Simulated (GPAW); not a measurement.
## STM contrast on a 7-layer slab of Y(0001)

Aim: Tersoff-Hamann images of a 7-layer slab of Y(0001) at several biases.

Program: GPAW 26.7.0. Level of theory: GPAW, PAW setups; slab in vacuum, relaxation, in the first sound run; inputs show where later runs differ. Results are calculated unless marked as measured.

## (1) The structure

The cell holds 7 atoms: 7 Y. Cell: a = 3.650 Å, b = 3.650 Å, c = 35.202 Å, α = 90.0°, β = 90.0°, γ = 60.0°. Vacuum lies along c.

## (2) Relaxing the atoms

The atoms are relaxed first, since the surface dipole, and with it the work function, follows the positions of the outer layers. The lowest 3 atoms are held at bulk positions and keep their forces.

Input file run.py:

```python
import json
import numpy as np
from ase import Atoms
from ase.constraints import FixAtoms
from ase.optimize import BFGS
from gpaw import GPAW, PW

slab = Atoms(
    ['Y', 'Y', 'Y', 'Y', 'Y', 'Y', 'Y'],
    positions=[
        [0.00000, 0.00000, 9.00000],
        [3.65000, 2.10733, 11.86707],
        [0.00000, 0.00000, 14.73415],
        [3.65000, 2.10733, 17.60122],
        [0.00000, 0.00000, 20.46830],
        [3.65000, 2.10733, 23.33537],
        [0.00000, 0.00000, 26.20245]],
    cell=[[3.65, 0.0, 0.0], [1.825, 3.16099, 0.0], [0.0, 0.0, 35.20245]],
    pbc=[True, True, False])

slab.calc = GPAW(mode=PW(400), xc='PBE', kpts={'size': (10, 10, 1), 'gamma': True},
                 occupations={'name': 'fermi-dirac', 'width': 0.1}, nbands='160%',
                 convergence={'density': 1e-05}, maxiter=200,
                 poissonsolver={'dipolelayer': 'xy'},
                 symmetry={'tolerance': 1e-3, 'extra_ids': [1, 1, 1, 0, 0, 0, 0]}, txt='slab.txt')
result = {}
slab.set_constraint(FixAtoms([0, 1, 2]))
path = []
opt = BFGS(slab, maxstep=0.2)
opt.attach(lambda: path.append((slab.get_potential_energy(), slab.positions.tolist(), slab.get_forces().tolist())))
result['relaxed'] = bool(opt.run(fmax=0.03, steps=40))
result['path'] = path
energy = slab.get_potential_energy()
fermi = slab.calc.get_fermi_level()
v = slab.calc.get_electrostatic_potential().mean((0, 1)) - fermi
n = slab.calc.get_pseudo_density().mean((0, 1))
L = slab.cell[2, 2]
z = np.arange(len(v)) * L / len(v)
low, high = slab.positions[:, 2].min(), slab.positions[:, 2].max()
below, above = np.interp([low - 6.8, high + 6.8], z, v)
slopes = [np.interp(x, z, np.gradient(v, z)) for x in (low - 6.8, high + 6.8)]
eps = np.array([[slab.calc.get_eigenvalues(k, s) for k in range(len(slab.calc.get_ibz_k_points()))]
                for s in range(slab.calc.get_number_of_spins())]) - fermi
top, bottom = eps[eps < 0].max(), eps[eps > 0].min()
dipole = slab.get_dipole_moment()[2]
print(f'energy {energy:.4f} eV, Fermi level {fermi:.4f} eV, dipole {dipole:.5f} e A')
print(f'potential 6.8 A off the faces, from the Fermi level: lower {below:.4f} eV, upper {above:.4f} eV')
print(f'slope of the potential there: lower {slopes[0]:.5f}, upper {slopes[1]:.5f} eV/A')
print(f'nearest levels on the mesh: {top:.4f} and {bottom:.4f} eV')
print('magnetic moment', round(slab.get_magnetic_moment(), 3))
result.update(energy=energy, fermi=fermi, dipole=dipole, below=below, above=above, slopes=slopes, edges=[top, bottom],
              z=z.tolist(), v=v.tolist(), n=n.tolist(), positions=slab.positions.tolist(),
              forces=slab.get_forces(apply_constraint=False).tolist(), moments=slab.get_magnetic_moments().tolist())
json.dump(result, open('result.json', 'w'))
```

Command:

```sh
$ OMP_NUM_THREADS=1 OPENBLAS_NUM_THREADS=1 python run.py
```

The log of the run:

```text
Step          Energy          fmax
BFGS:    0      -31.568605        0.176639
BFGS:    1      -31.569485        0.168643
BFGS:    2      -31.575704        0.045925
BFGS:    3      -31.575794        0.038430
BFGS:    4      -31.575900        0.041847
BFGS:    5      -31.576196        0.044382
BFGS:    6      -31.576417        0.034906
BFGS:    7      -31.576555        0.028412
energy -31.3332 eV, Fermi level 2.2928 eV, dipole 0.00106 e A
potential 6.8 A off the faces, from the Fermi level: lower 3.3740 eV, upper 3.3577 eV
slope of the potential there: lower -0.00012, upper 0.00013 eV/A
nearest levels on the mesh: -0.0154 and 0.0041 eV
magnetic moment 0.0
```

It took 44 min on 1 thread of Arm Neoverse V1, shared host; peak memory 0.36 GiB.

The steps of the relaxation:

| step | energy less that of the first step (eV) | largest force (eV/Å) |
| --- | --- | --- |
| 1 | 0.0000 | 0.1766 |
| 2 | -0.0009 | 0.1686 |
| 3 | -0.0067 | 0.0459 |
| 4 | -0.0069 | 0.0384 |
| 5 | -0.0070 | 0.0418 |
| 6 | -0.0074 | 0.0444 |
| 7 | -0.0077 | 0.0349 |
| 8 | -0.0079 | 0.0284 |

The atoms that moved most (Å):

| atom | dx | dy | dz | length |
| --- | --- | --- | --- | --- |
| Y7 | 0.000 | 0.000 | -0.058 | 0.058 |
| Y6 | 0.000 | 0.000 | 0.027 | 0.027 |
| Y5 | 0.000 | 0.000 | 0.007 | 0.007 |

The relaxed structure:

```xyz
7
Lattice="3.6500 0.0000 0.0000 1.8250 3.1610 0.0000 0.0000 0.0000 35.2024" Properties=species:S:1:pos:R:3
Y     0.0000    0.0000    9.0000
Y     3.6500    2.1073   11.8671
Y     0.0000    0.0000   14.7341
Y     3.6500    2.1073   17.5987
Y     0.0000    0.0000   20.4758
Y     3.6500    2.1073   23.3628
Y     0.0000    0.0000   26.1443
```

Numbers from this step:

| Quantity | Value |
| --- | --- |
| dipole along the normal | 0.001063 e·Å |
| levels nearest the Fermi level on the mesh | -0.01536, 0.004148 eV from the Fermi level |
| upper work function | 3.358 eV |
| lower work function | 3.374 eV |

The electrostatic potential energy of an electron (without an applied field's), less the Fermi level, planar mean oscillates, so the rows of the table below give means over windows of 2.83 Å about each position, cut where the curve ends. Its maxima inside the range that stand out by 2 % of the span (Å: eV): 10.5: 0.922, 13.3: 0.763, 16.2: 0.742, 19.1: 0.830, 22.0: 0.761, 24.7: 0.632. Its minima: 9.0: -17.7, 11.8: -17.2, 14.8: -17.3, 17.6: -17.4, 20.4: -17.3, 23.4: -17.2, 26.2: -17.6.

Electrostatic potential energy of an electron (without an applied field's), less the Fermi level, planar mean against z; means over each step:

| z (Å) | electrostatic potential energy of an electron (without an applied field's), less the Fermi level, planar mean (eV) |
| --- | --- |
| 1.42 | 3.37 |
| 4.25 | 3.36 |
| 7.08 | 0.910 |
| 9.91 | -6.41 |
| 12.73 | -6.37 |
| 15.57 | -6.34 |
| 18.39 | -6.35 |
| 21.23 | -6.37 |
| 24.05 | -6.49 |
| 26.88 | -5.94 |
| 29.71 | 3.24 |
| 32.55 | 3.36 |

The pseudo valence density, planar mean oscillates, so the rows of the table below give means over windows of 2.93 Å about each position, cut where the curve ends. Its maxima inside the range that stand out by 2 % of the span (Å: e/Å³): 9.0: 0.795, 11.9: 0.779, 14.7: 0.782, 17.6: 0.795, 20.5: 0.784, 23.3: 0.766, 26.2: 0.791. Its minima: 10.5: 0.102, 13.2: 0.101, 16.1: 0.101, 19.1: 0.0998, 22.0: 0.0984, 24.7: 0.109.

The pseudo valence density, planar mean by z; means over each step:

| z (Å) | pseudo valence density, planar mean (e/Å³) |
| --- | --- |
| 1.47 | 9.2e-7 |
| 4.40 | 3.5e-4 |
| 7.33 | 0.109 |
| 10.26 | 0.342 |
| 13.19 | 0.341 |
| 16.12 | 0.342 |
| 19.05 | 0.339 |
| 21.98 | 0.336 |
| 24.91 | 0.363 |
| 27.84 | 0.105 |
| 30.77 | 3.4e-4 |
| 33.70 | 9.8e-7 |

The relaxation lowered the energy of the cell by 0.00789 eV (energies extrapolated to zero smearing; the optimiser's log prints free energies). The largest force left on a free atom is 0.028 eV/Å.

## (3) Plane waves, PBE

The work function is the vacuum plateau of the electrostatic potential less the Fermi level; a dipole layer lets the two faces have plateaus of their own.

This step: GPAW, PAW setups; slab in vacuum (GPAW 26.7.0).

Changes to run.py since step 2:

```diff
@@ -3,4 +3,3 @@
 from ase import Atoms
-from ase.constraints import FixAtoms
-from ase.optimize import BFGS
+from ase.dft.stm import STM
 from gpaw import GPAW, PW
@@ -13,6 +12,6 @@
         [0.00000, 0.00000, 14.73415],
-        [3.65000, 2.10733, 17.60122],
-        [0.00000, 0.00000, 20.46830],
-        [3.65000, 2.10733, 23.33537],
-        [0.00000, 0.00000, 26.20245]],
+        [3.65000, 2.10733, 17.59868],
+        [0.00000, 0.00000, 20.47576],
+        [3.65000, 2.10733, 23.36284],
+        [-0.00000, -0.00000, 26.14429]],
     cell=[[3.65, 0.0, 0.0], [1.825, 3.16099, 0.0], [0.0, 0.0, 35.20245]],
@@ -24,10 +23,4 @@
                  poissonsolver={'dipolelayer': 'xy'},
-                 symmetry={'tolerance': 1e-3, 'extra_ids': [1, 1, 1, 0, 0, 0, 0]}, txt='slab.txt')
+                 symmetry={'tolerance': 1e-3}, txt='slab.txt')
 result = {}
-slab.set_constraint(FixAtoms([0, 1, 2]))
-path = []
-opt = BFGS(slab, maxstep=0.2)
-opt.attach(lambda: path.append((slab.get_potential_energy(), slab.positions.tolist(), slab.get_forces().tolist())))
-result['relaxed'] = bool(opt.run(fmax=0.03, steps=40))
-result['path'] = path
 energy = slab.get_potential_energy()
@@ -53,2 +46,16 @@
               forces=slab.get_forces(apply_constraint=False).tolist(), moments=slab.get_magnetic_moments().tolist())
+
+# Images need the states of the whole zone, up to time reversal
+slab.calc = slab.calc.fixed_density(symmetry={'point_group': False}, txt='states.txt', nbands='250%',
+                                    convergence={'bands': 'CBM+1.3'})
+stm = STM(slab)
+result['stm'] = []
+for bias in [-1.0, 1.0]:
+    height = high + 3.5
+    current = stm.get_averaged_current(bias, height)
+    x, y, h = stm.scan(bias, current)
+    i, f = divmod(height / L * stm.ldos.shape[2], 1)
+    I = abs((1 - f) * stm.ldos[:, :, int(i)] + f * stm.ldos[:, :, int(i) + 1])
+    print(f'bias {bias} V: mean current at 3.5 A {current:.4e}, corrugation {np.ptp(h):.4f} A')
+    result['stm'].append(dict(bias=bias, current=current, h=(h - high).tolist(), I=I.tolist()))
 json.dump(result, open('result.json', 'w'))
```

The log of the run:

```text
energy -31.3332 eV, Fermi level 2.2928 eV, dipole 0.00108 e A
potential 6.8 A off the faces, from the Fermi level: lower 3.3740 eV, upper 3.3576 eV
slope of the potential there: lower -0.00012, upper 0.00013 eV/A
nearest levels on the mesh: -0.0154 and 0.0041 eV
magnetic moment 0.0
bias -1.0 V: mean current at 3.5 A 2.4676e-04, corrugation 0.1207 A
bias 1.0 V: mean current at 3.5 A 1.1187e-03, corrugation 0.1332 A
```

Wall time 16 min (1 thread); peak memory 1.1 GiB.

This step gave:

```
dipole along the normal                    : 0.001082 e·Å
levels nearest the Fermi level on the mesh : -0.01536, 0.004139 eV from the Fermi level
corrugation -1                             : 0.1207 Å
corrugation 1                              : 0.1332 Å
```

The electrostatic potential energy of an electron (without an applied field's), less the Fermi level, planar mean oscillates, so the rows of the table below give means over windows of 2.83 Å about each position, cut where the curve ends. Its maxima inside the range that stand out by 2 % of the span (Å: eV): 10.5: 0.922, 13.3: 0.763, 16.2: 0.742, 19.1: 0.830, 22.0: 0.761, 24.7: 0.632. Its minima: 9.0: -17.7, 11.8: -17.2, 14.8: -17.3, 17.6: -17.4, 20.4: -17.3, 23.4: -17.2, 26.2: -17.6.

The electrostatic potential energy of an electron (without an applied field's), less the Fermi level, planar mean by z; means over each step:

(Unchanged from step 2.)

The pseudo valence density, planar mean oscillates, so the rows of the table below give means over windows of 2.93 Å about each position, cut where the curve ends. Its maxima inside the range that stand out by 2 % of the span (Å: e/Å³): 9.0: 0.795, 11.9: 0.779, 14.7: 0.782, 17.6: 0.795, 20.5: 0.784, 23.3: 0.766, 26.2: 0.791. Its minima: 10.5: 0.102, 13.2: 0.101, 16.1: 0.101, 19.1: 0.0998, 22.0: 0.0984, 24.7: 0.109.

Table of pseudo valence density, planar mean by z; means over each step:

(Unchanged from step 2.)

Tip height over the top atom over a1 and a2. Sample bias -1 V, constant current at the mean current 3.5 Å over the top atom.

Ten even steps from '_' (3.41 Å) to '@' (3.53 Å):
```
____..::--++**##%%@@@@%%##**++--::..
......::--++**##%%@@@@@@%%##**++--::
::::::::--++**##%%@@@@@@@@%%##**++--
==------==++**##%%@@@@@@@@@@%%##**++
**++++++++****##%%@@@@@@@@@@@@%%##**
##**********####%%@@@@@@@@@@@@@@%%##
%%############%%%%@@@@@@@@@@@@@@@@%%
%%%%%%%%%%%%%%%%%%@@@@@@@@@@@@@@@@@@
@@@@@@@@@@@@@@@@@@@@@@@@@@@@@@@@@@@@
%%@@@@@@@@@@@@@@@@@@%%%%%%%%%%%%%%%%
%%%%@@@@@@@@@@@@@@@@%%%%############
####%%@@@@@@@@@@@@@@%%####**********
****##%%@@@@@@@@@@@@%%##****++++++++
==++**##%%@@@@@@@@@@%%##**++==------
::--++**##%%@@@@@@@@%%##**++--::::::
..::--++**##%%@@@@@@%%##**++--::....
__..::--++**##%%@@@@%%##**++--::..__
____..::==**##%%%%@@%%%%##**==::..__
```
Columns: a1 from 0 to 0.944; rows upwards: a2 from 0 to 0.944.

Local density of states summed over the bias window over a1 and a2. Sample bias -1 V, constant height 3.5 Å over the top atom.

Ten even steps from '0' (2.12 × 1e-4 arbitrary) to '9' (2.64 × 1e-4 arbitrary):
```
000134678888764310
101134578898875431
211234567899876543
333334567899987654
544445677899998776
665556678899999887
777667778899999988
888888888899999998
888888888888888888
889999999888877788
788999999887776677
678899999887665556
567889999887654444
345688999886543333
234568899886543211
113457889887543110
001346788887643100
001235678887653210
```
Columns: a1 from 0 to 0.944; rows upwards: a2 from 0 to 0.944.

Tip height over the top atom over a1 and a2. Sample bias 1 V, constant current at the mean current 3.5 Å over the top atom.

Values in Å, 12 rows by 16 columns, each cell a mean:
```
3.42 3.42 3.43 3.45 3.46 3.48 3.50 3.51 3.52 3.52 3.51 3.50 3.48 3.47 3.45 3.43
3.44 3.44 3.44 3.45 3.46 3.48 3.49 3.51 3.51 3.52 3.52 3.51 3.50 3.48 3.47 3.45
3.47 3.47 3.46 3.47 3.47 3.48 3.49 3.50 3.51 3.52 3.52 3.52 3.51 3.50 3.49 3.48
3.49 3.49 3.49 3.49 3.49 3.50 3.50 3.51 3.51 3.52 3.52 3.52 3.52 3.51 3.51 3.50
3.52 3.51 3.51 3.51 3.51 3.51 3.52 3.52 3.52 3.52 3.52 3.52 3.52 3.52 3.52 3.52
3.52 3.53 3.53 3.53 3.53 3.53 3.53 3.53 3.52 3.52 3.52 3.51 3.51 3.51 3.52 3.52
3.52 3.53 3.53 3.54 3.54 3.54 3.54 3.53 3.53 3.52 3.51 3.51 3.50 3.50 3.50 3.51
3.51 3.52 3.53 3.54 3.54 3.54 3.54 3.54 3.53 3.52 3.51 3.50 3.49 3.49 3.49 3.49
3.48 3.49 3.51 3.52 3.53 3.54 3.54 3.54 3.53 3.52 3.50 3.49 3.48 3.47 3.46 3.47
3.45 3.47 3.49 3.50 3.52 3.53 3.54 3.54 3.53 3.52 3.50 3.49 3.47 3.45 3.44 3.44
3.43 3.44 3.46 3.48 3.50 3.51 3.53 3.53 3.53 3.52 3.51 3.49 3.47 3.45 3.43 3.42
3.41 3.42 3.44 3.46 3.48 3.50 3.51 3.52 3.52 3.52 3.51 3.49 3.47 3.45 3.43 3.42
```
Columns: a1 from 0 to 0.944; rows upwards: a2 from 0 to 0.944.

Local density of states summed over the bias window over a1 and a2. Sample bias 1 V, constant height 3.5 Å over the top atom.

Ten even steps from '_' (0.98 × 1e-3 arbitrary) to '@' (1.21 × 1e-3 arbitrary):
```
______..::--++**########**++--::..__
______..::--==++**######**++==--::..
........::--==++****####****++==--::
--::::::----==++****######****++==--
============++++****########****++++
++++++++++++++******##########******
****************####################
####################################
##%%%%%%%%%%%%%%%%######********####
##%%%%@@@@@@@@@@%%%%####**********##
**##%%@@@@@@@@@@@@%%##****++++++++**
++**##%%@@@@@@@@@@%%##**++++======++
==++**##%%@@@@@@@@%%##**++==--------
--==++**##%%@@@@@@%%##**++==--::::::
..::==++**##%%@@@@%%##**++==::......
__..::==++**##%%%%%%##**++==::..____
____..::==++**##%%%%##**++==::..____
______..--==++**######**++==--..____
```
Columns: a1 from 0 to 0.944; rows upwards: a2 from 0 to 0.944.

Force by atom:

| atom | x (eV/Å) | y (eV/Å) | z (eV/Å) | size |
| --- | --- | --- | --- | --- |
| Y1 | 0.000 | 0.000 | 0.177 | 0.177 |
| Y2 | 0.000 | 0.000 | -0.177 | 0.177 |
| Y3 | 0.000 | 0.000 | 0.034 | 0.034 |
| Y4 | 0.000 | 0.000 | 0.023 | 0.023 |
| Y5 | 0.000 | 0.000 | -0.028 | 0.028 |
| Y6 | 0.000 | 0.000 | -0.009 | 0.009 |
| Y7 | 0.000 | 0.000 | -0.018 | 0.018 |

The potential is flat to 1.3e-4 eV/Å where it is read, so the vacuum is wide enough.

## (4) A changed run

One more run, with changed settings.

Changes to run.py since step 3:

```diff
@@ -3,3 +3,2 @@
 from ase import Atoms
-from ase.dft.stm import STM
 from gpaw import GPAW, PW
@@ -19,5 +18,5 @@
 
-slab.calc = GPAW(mode=PW(400), xc='PBE', kpts={'size': (10, 10, 1), 'gamma': True},
+slab.calc = GPAW(mode=PW(400), xc='pbe96', kpts={'size': (10, 10, 1), 'gamma': True},
                  occupations={'name': 'fermi-dirac', 'width': 0.1}, nbands='160%',
-                 convergence={'density': 1e-05}, maxiter=200,
+                 convergence={'density': 1e-05}, maxiter=100,
                  poissonsolver={'dipolelayer': 'xy'},
@@ -46,16 +45,2 @@
               forces=slab.get_forces(apply_constraint=False).tolist(), moments=slab.get_magnetic_moments().tolist())
-
-# Images need the states of the whole zone, up to time reversal
-slab.calc = slab.calc.fixed_density(symmetry={'point_group': False}, txt='states.txt', nbands='250%',
-                                    convergence={'bands': 'CBM+1.3'})
-stm = STM(slab)
-result['stm'] = []
-for bias in [-1.0, 1.0]:
-    height = high + 3.5
-    current = stm.get_averaged_current(bias, height)
-    x, y, h = stm.scan(bias, current)
-    i, f = divmod(height / L * stm.ldos.shape[2], 1)
-    I = abs((1 - f) * stm.ldos[:, :, int(i)] + f * stm.ldos[:, :, int(i) + 1])
-    print(f'bias {bias} V: mean current at 3.5 A {current:.4e}, corrugation {np.ptp(h):.4f} A')
-    result['stm'].append(dict(bias=bias, current=current, h=(h - high).tolist(), I=I.tolist()))
 json.dump(result, open('result.json', 'w'))
```

The log of the run:

```text
NameError: Unknown functional: pbe96.
```

It took 0.73 s on 1 thread; peak memory 0.1 GiB.

The program refused the input before any cycle.

The program's message: “NameError: Unknown functional: pbe96.”

The change that led to it: xc = "pbe96".

## (5) What came out

| Property | Result |
| --- | --- |
| work function, upper and lower face | 3.358 and 3.374 eV |
| dipole along the normal | 0.00108 e Å |
| corrugation at -1 V | 0.121 Å |
| corrugation at 1 V | 0.133 Å |

In words: The tip height varies by 0.12 to 0.13 Å over the cell, much the same at every bias tried. Negative sample bias images filled states, positive bias empty ones. The measured value for polycrystalline Y, which weights the faces of low work function, is 3.1 eV (as compiled in "Anisotropic work function of elemental crystals", 2019, arxiv:1902.07811); the relaxed upper face lies 0.26 eV over it with PBE. Measured work functions scatter by a tenth of an eV or more between methods. The images are of Tersoff-Hamann type: an s-wave tip, no tip-sample forces, heights closer than in a microscope. The small printed dipole stands for a step of -17 meV from the lower to the upper face, and the probes find -16 meV; values this small are near the numerical noise of both. The in-plane lattice was kept as typed, which isn't the functional's own and leaves some strain; spin-orbit coupling and temperature are left out.

[Logs are printed without paths, hosts, clocks, repeated set-up lines and the standing remarks that a program may print on its own settings, such as how far it seeks lower states.]

[Hosts, paths, dates, database ids (printed as entryN), source tags and the programs' standing remarks are cut or masked in the printed files.]
